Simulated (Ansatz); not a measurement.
**PbS (Galena): a many-body input that goes wrong, and its mend**

What is wrong with this input for PbS (Galena)?

Method: G0W0 on PBE, plane waves, PAW; PAW set soft_1, in Ansatz 0.2.0.

The database entry behind the starting cell differs from later determinations by our own check (about 0.1 % short), so it need not match the best structure at ambient conditions.

## (1) The starting structure

Symmetry: Fm-3m, No. 225, cubic system. The conventional cell has a = 5.931 Å, b = 5.931 Å, c = 5.931 Å, α = 90.00°, β = 90.00°, γ = 90.00°. Nearest to Pb lie 6 S at 2.97 Å. Nearest to S lie 6 Pb at 2.97 Å. Farther neighbours and most contacts between anions are not listed.

The cell and positions come from the Crystallography Open Database and are kept as given unless a step says otherwise. Spin-orbit coupling is left out unless a step names it.

## (2) First try

input.yaml reads:

```yaml
crystal:
  lattice:
    - [0.0, 2.96575, 2.96575]
    - [2.96575, 0.0, 2.96575]
    - [2.96575, 2.96575, 0.0]
  atoms:
    - { symbol: Pb, position: [0.0, 0.0, 0.0] }
    - { symbol: S, position: [0.5, 0.5, 0.5] }
kpoints:
  mp_grid: { grid: [4, 4, 4] }
hamiltonian:
  xc: pbe
  pseudopotentials: { kind: paw, azcp: { folder: soft_1 } }
scf:
  occupations: { method: fixed }
gw:
  n_empty_bands: 4
  ecut_chi: 40
  qp_bands: [v2, c2]
  qp_kpoints: band_edges
  screening: { model: contour_deformation }
```

On the command line:

```
ansatz run input.yaml --threads 24 --pin off --max-ram 82944MiB --backend cuda --events-out ev --progress --plain --runs-dir out --devices 1 --max-vram 78GiB
```

Numbers of over 12 decimals in the logs are rounded to 6 here.

What it wrote:

```text
GPUs: using 1 of 1 available (devices: 1).
Engine: ansatz 0.2.0, aarch64-unknown-linux-gnu
Pseudopotentials: kind: paw
Pseudopotential: Pb, paw, valence charge 14, recommended cutoff 420 eV (normal), soft_1/Pb.paw.azcp
Pseudopotential: S, paw, valence charge 6, recommended cutoff 420 eV (normal), soft_1/S.paw.azcp
Functional definition: PBE
  parameter kappa = 0.804
  parameter beta = 0.066725
  exchange = pbe_x(kappa = kappa, mu = beta*pi^2/3)
  correlation = pbe_c(beta = beta)
device memory: the entry about to start is reckoned to put 2.0 GiB on a device that reports 175.9 GiB free (of which the cap on the GPU budget leaves the run 78.0 GiB)
GPU FFT provider: cuFFT
GPU libraries: cuBLAS 13.8.1, cuFFT 12.4.0, cuSOLVER 12.3.2
GPU matrix products: emulated (plane waves: as basis.precision tells), large ones in fixed point in workspaces of 1.00 GiB
Crystal: 2 atoms, lattice volume = 52.172 Å³
Basis set: ecut = 420 eV, 965 PW (Γ)
Bands: 14, of which v1, the nominal top of the filled ones, is band 10 counted from 1 (9 counted from 0)
Symmetry: 48 space group operations
Space group: Fm-3m (ITA 225), of the structure as read, at distance tolerance 3.7e-5 Å
k-points: 8 of 64
Non-local potential: Pb, projectors of the file, l = 0: 2, l = 1: 2, l = 2: 2, l = 3: 1
Non-local potential: S, projectors of the file, l = 0: 2, l = 1: 2, l = 2: 1
PAW form: soft (Blöchl's): semilocal exchange-correlation on the pseudo side does not see the compensation charge
PAW one-centre angular grid: Pb, 590 points (default); XC on 64 Gauss nodes
PAW one-centre angular grid: S, 110 points (default); XC on 64 Gauss nodes
Initial density: superposition of atomic densities (chi_scale 0.1, normalization cell, long waves kept (reshape's long-wave potential 0.00 eV rms))
Initial wavefunctions: pseudopotential atomic-orbital guess
GPU buffer pool allocated for 27000 grid points (all kernels)
GPU transforms: local potential and band sums: pruned to the plane-wave sphere, on 30×30×30
Functional: x = pbe(κ = 0.804, μ = 0.219515), c = pbe(β = 0.066725)
SCF iter   1: F=—  HF=-12812.251692 eV  |F-HF|=—  |Δ(HF+E_count)|=         —  Δρ=3.12e-2  dr2=1.12e0  ethr=3.10e-3  ⟨swp⟩=4.8  Hψ=569  notcnv=0  defer=11
preconditioner: auto → none  [insulator: Δε(μ)=0.743 eV  Ē_g=15.336 eV  n_scr=14 (ndim 8)  ℏωp=23.0 eV  f_vac=0.000  ε∞_Penn≈3.2]
SCF iter   2: F=—  HF=-12812.006050 eV  |F-HF|=—  |Δ(HF+E_count)|=   2.46e-1  Δρ=1.68e-2  dr2=1.85e-1  ethr=3.10e-3  ⟨swp⟩=2.9  Hψ=256  notcnv=0  defer=10
SCF iter   3: F=—  HF=-12811.960088 eV  |F-HF|=—  |Δ(HF+E_count)|=   4.60e-2  Δρ=6.12e-3  dr2=1.56e-2  ethr=9.26e-4  ⟨swp⟩=2.9  Hψ=208  notcnv=0  defer=14
SCF iter   4: F=—  HF=-12811.962975 eV  |F-HF|=—  |Δ(HF+E_count)|=   2.89e-3  Δρ=6.65e-4  dr2=2.63e-4  ethr=7.81e-5  ⟨swp⟩=2.4  Hψ=170  notcnv=0  defer=12
SCF iter   5: F=—  HF=-12811.962956 eV  |F-HF|=—  |Δ(HF+E_count)|=   1.96e-5  Δρ=1.78e-4  dr2=1.20e-5  ethr=1.31e-6  ⟨swp⟩=2.0  Hψ=212  notcnv=0  defer=12
SCF iter   6: F=—  HF=-12811.962961 eV  |F-HF|=—  |Δ(HF+E_count)|=   5.50e-6  Δρ=4.95e-5  dr2=2.55e-6  ethr=6.00e-8  ⟨swp⟩=3.0  Hψ=196  notcnv=0  defer=6
SCF iter   7: F=-12811.962961 eV  HF=-12811.962961 eV  |F-HF|=1.99e-8  |Δ(HF+E_count)|=   6.36e-7  Δρ=7.37e-6  dr2=4.91e-8  ethr=5.00e-10  ⟨swp⟩=4.9  Hψ=615  notcnv=0
SCF 1 converged in 7 iterations: F = -12811.962961 eV  dr2 = 4.91e-8
[...]
device memory: the entry about to start is reckoned to put 3.1 GiB on a device that reports 175.9 GiB free (of which the cap on the GPU budget leaves the run 78.0 GiB)
NSCF: frozen V_eff on 8 k-points
[...]
device memory: the entry about to start is reckoned to put 2.1 GiB on a device that reports 175.9 GiB free (of which the cap on the GPU budget leaves the run 78.0 GiB)
NSCF: frozen V_eff on 8 k-points
G₀W₀ screening: q 1/8
[... further progress lines ...]
device memory: the entry about to start is reckoned to put 0.3 GiB on a device that reports 182.4 GiB free (of which the cap on the GPU budget leaves the run 78.0 GiB)
NSCF: frozen V_eff on 1 k-points
SCF converged after 7 iterations
Free energy (F): -12811.962961 eV
Harris-Foulkes:  -12811.962961 eV  (|F-HF|=1.99e-8)
Internal energy: -12811.962961 eV  (E = F + TS)
E sigma→0 (E₀):  -12811.962961 eV
Fermi energy:    8.565214 eV
--- Per-component energies (eV) ---
  E_band       = -52.818747
  E_kinetic    = 397.196632
  E_local      = -1188.164579  (includes V_loc(G=0)·N_el)
  E_nonlocal   = 339.469525
  E_hartree    = 447.360282
  E_xc         = -295.800449
  E_vxc        = -221.776413  (∫ρ·V_xc dr)
  E_paw        = -10998.667963  (= ΣΔE_a)
  E_vpaw       = -274.267694  (= ΣTr[D̂ρ^β])
  E_aug_tail   = -0.000006  (compensation charges beyond the density's cutoff)
  E_ewald      = -1513.356403
  E_smearing   = -0.000000  (= −TS)
  E_closure    = -0.000000  (closes the sum)
  Σ components = -12811.962961   (vs F -12811.962961, Δ=0.00e0)
--- Band table (eV; the first three rows and the last of 8) ---
  k-point 0: bands = [... 6 lower, 2.5299, 6.3922, 6.3922, 6.3922, 13.7847, 13.7847, 13.7847, 15.2684]
  k-point 1: bands = [... 6 lower, 1.1047, 6.5523, 6.5523, 7.3951, 10.9217, 11.7841, 11.7841, 15.4183]
  k-point 2: bands = [... 6 lower, -0.2826, 6.7827, 6.7827, 8.5652, 8.9303, 10.5290, 10.5290, 17.2231]
  k-point 7: bands = [... 6 lower, 0.6199, 4.1387, 4.1387, 7.5375, 10.7584, 13.2268, 13.2268, 16.7175]
--- G₀W₀: contour deformation, 7 samples at zero and on the imaginary axis and 1 off it, 64 q-points, 4 empty bands' worth ---
  eigenvalues of the whole cell's RPA ε∞ on this k-mesh (on a slab, of 1 + 4πα/V) = 70.8297, 70.8297, 70.8297; static W/v taken at q = 0 is 0.014118
  bands read: the sum over 14 bands ends inside a degenerate multiplet in 2 slots, whose members it reads at an even weight; the widest, k=0: bands 14 to 16 (counted from 1) at 1/3 each
  gw.qp_kpoints: band_edges: 3 of 8 stored k-points solved, in 1 pass; an edge of the gap read off the rows below is read off those points alone
    valence top: of the k-points left out ik 1 came nearest to being solved in a further pass, in band 10 (counted from 1, as in the quasiparticle table): it holds the edge there only if its correction is more favourable than any solved in that band by at least 1.170 eV; those differ by 0.258 eV
    conduction bottom: of the k-points left out ik 1 came nearest to being solved in a further pass, in band 11 (counted from 1, as in the quasiparticle table): it holds the edge there only if its correction is more favourable than any solved in that band by at least 1.991 eV; those differ by 0.330 eV
  `?` marks the rows in doubt; gw_qp.tsv's column doubts and the gw_qp event give each row's grounds
    ik  band        ε_KS         Σx   Σc(E_QP)       V_xc       Z   E_QP_lin       E_QP  E_QP is
     2     9      6.7827   -17.9493     3.4877   -15.1212  0.6911     7.4178     7.4423  root
     2    10      8.5652   -17.7226     2.3569   -16.4890  0.7303     9.6384     9.6885  root
     2    11      8.9303    -7.8194    -2.2120   -11.2162  0.7551     9.9651    10.1151  root ?
     2    12     10.5290    -8.2262    -2.2861   -12.0130  0.7497    11.9071    12.0297  root ?
     5     9      6.6617   -17.6464     3.4534   -14.8404  0.6895     7.2844     7.3091  root
     5    10      7.7615   -16.7846     2.4722   -15.2425  0.7205     8.6505     8.6916  root
     5    11     10.0004    -9.1412    -2.1500   -12.6736  0.7490    11.2509    11.3828  root ?
     5    12     11.0030    -8.8117    -2.3103   -12.7183  0.7419    12.4676    12.5993  root ?
     7     9      4.1387   -16.1797     4.1922   -12.3833  0.6295     4.5219     4.5344  root
     7    10      7.5375   -17.8920     2.9860   -15.7713  0.7106     8.3670     8.4029  root
     7    11     10.7584    -8.5506    -2.4230   -12.4890  0.7411    12.1421    12.2737  root ?
     7    12     13.2268    -8.2359    -3.1479   -12.9973  0.7089    14.7288    14.8403  root ?
```

It took 1.9 s on 1 × NVIDIA GB200 (shared by 2 runs) with 24 threads of Arm Neoverse V2, shared host; peak memory 1.1 GiB; 3.3 s of CPU time.

Q: What is the fault?

The run ended normally, though the input holds a fault or crude settings.

The fault: four empty bands in G0W0. The sums over empty states are cut off almost at the gap, so screening and correlation are far from complete.

It printed a gap of 0.43 eV, which is an artefact of the settings.

## (3) A better input

Now the one-shot GW correction: screening in the RPA, then the self-energy of the levels asked for. This step takes PAW set soft_1 files.

Changes to input.yaml since step 2:

```diff
@@ -16,4 +16,4 @@
 gw:
-  n_empty_bands: 4
-  ecut_chi: 40
+  n_empty_bands: 155
+  ecut_chi: 120
   qp_bands: [v2, c2]
```

What it wrote:

```text
GPUs: using 1 of 1 available (devices: 1).
[...]
GPU FFT provider: cuFFT
GPU libraries: cuBLAS 13.8.1, cuFFT 12.4.0, cuSOLVER 12.3.2
[...]
Crystal: 2 atoms, lattice volume = 52.172 Å³
Basis set: ecut = 420 eV, 965 PW (Γ)
Bands: 14, of which v1, the nominal top of the filled ones, is band 10 counted from 1 (9 counted from 0)
Symmetry: 48 space group operations
[...]
k-points: 8 of 64
[...]
GPU buffer pool allocated for 27000 grid points (all kernels)
[...]
SCF iter   1: F=—  HF=-12812.251692 eV  |F-HF|=—  |Δ(HF+E_count)|=         —  Δρ=3.12e-2  dr2=1.12e0  ethr=3.10e-3  ⟨swp⟩=4.8  Hψ=569  notcnv=0  defer=11
[...]
SCF iter   7: F=-12811.962961 eV  HF=-12811.962961 eV  |F-HF|=1.99e-8  |Δ(HF+E_count)|=   6.36e-7  Δρ=7.37e-6  dr2=4.91e-8  ethr=5.00e-10  ⟨swp⟩=4.9  Hψ=615  notcnv=0
SCF 1 converged in 7 iterations: F = -12811.962961 eV  dr2 = 4.91e-8
[...]
2     9      6.7827   -17.9493     2.4892   -15.1212  0.6811     6.4264     6.4437  root
     2    10      8.5652   -17.7226     1.0048   -16.4890  0.7142     8.3307     8.3364  root
     2    11      8.9303    -7.8194    -3.5182   -11.2162  0.7419     8.8100     8.8088  root
     2    12     10.5290    -8.2262    -3.7777   -12.0130  0.7344    10.5382    10.5382  root
     5     9      6.6617   -17.6464     2.4649   -14.8404  0.6811     6.3019     6.3206  root
     5    10      7.7615   -16.7846     1.2654   -15.2425  0.7083     7.4751     7.4848  root
     5    11     10.0004    -9.1412    -3.5767   -12.6736  0.7310     9.9562     9.9561  root
     5    12     11.0030    -8.8117    -3.8572   -12.7183  0.7266    11.0526    11.0524  root
     7     9      4.1387   -16.1797     3.4462   -12.3833  0.6333     3.7681     3.7885  root
     7    10      7.5375   -17.8920     1.8290   -15.7713  0.6976     7.2345     7.2459  root
     7    11     10.7584    -8.5506    -3.9187   -12.4890  0.7278    10.7780    10.7779  root
     7    12     13.2268    -8.2359    -4.7281   -12.9973  0.6911    13.2602    13.2601  root
[key lines of the parts left out:]
SCF converged after 7 iterations
Free energy (F): -12811.962961 eV
Fermi energy:    8.565214 eV
```

Wall time 2.8 s (1 × NVIDIA GB200 (shared by 2 runs) with 24 threads); peak memory 1.2 GiB; 4.8 s of CPU time.

This step gave:

| Property | Result |
| --- | --- |
| bands summed | 165 |
| RPA ε∞ on this mesh (eigenvalues) | 69.91, 69.91, 69.91 |
| plane waves in the screening matrix | 169 |
| q-points in the mesh | 64 |
| G0W0 gap on the mesh | 0.4724 eV |
| k of the valence top | 0, 0, -0.5 |
| k of the conduction bottom | 0, 0, -0.5 |
| starting gap on the mesh | 0.3651 eV |
| Z at the valence top | 0.7142 |
| Z at the conduction bottom | 0.7419 |
| least direct G0W0 gap on the computed points | 0.4724 eV |

The gap on the mesh goes from 0.37 eV to 0.47 eV, a correction of +0.11 eV. Between the two edge states, bare exchange in place of the xc potential would open the gap by 4.63 eV, and correlation takes back 4.52 eV.

## (4) Summary of results

```yaml
first_try: converged after 1.9 s
better_run: G0W0 gap on the mesh 0.47 eV (4×4×4 mesh, 155 empty bands, screening to 120 eV, PAW set soft_1 files)
```

In words: The second run differs in: empty bands and screening cutoff (eV). Bands and cutoff are finite, so the gap is not at the basis limit. The miss can reach some tenths of an eV and take either sign; the mesh is an error of its own. The 4×4×4 mesh is coarse for this cell (its supercell is 17 Å along the shortest edge). The RPA ε∞ on it, from the PBE start, is 69.91; such meshes misread the long-range screening, most where the gap is narrow. Where an edge is built on 6p states of lead, bismuth or thallium, scalar-relativistic gaps usually stand too wide, by a few tenths to over one eV. With atoms this heavy and so narrow a gap, spin-orbit coupling can invert the bands. These scalar-relativistic gaps are then model values, not to be set against experiment, and a spin-orbit change taken from DFT can't simply be added. The RPA ε∞ on this mesh reaches over 25; with a narrow direct gap a coarse mesh can overstate it, and the correction is then too small.

[Paths, hosts, dates, memory and timing lines, banners, echoed tables and standing remarks are left out of the program output.]

[Logs are printed without paths, hosts, clocks, repeated set-up lines and the standing remarks that a program may print on its own settings, such as how far it seeks lower states.]

[Runs of the session that timed out or met a known fault of the program may be left out.]

[Cells called generated may have been cut or substituted from an entry of the Crystallography Open Database or the Materials Project.]

[Hosts, paths, dates, database ids (printed as entryN), source tags and the programs' standing remarks are cut or masked in the printed files.]
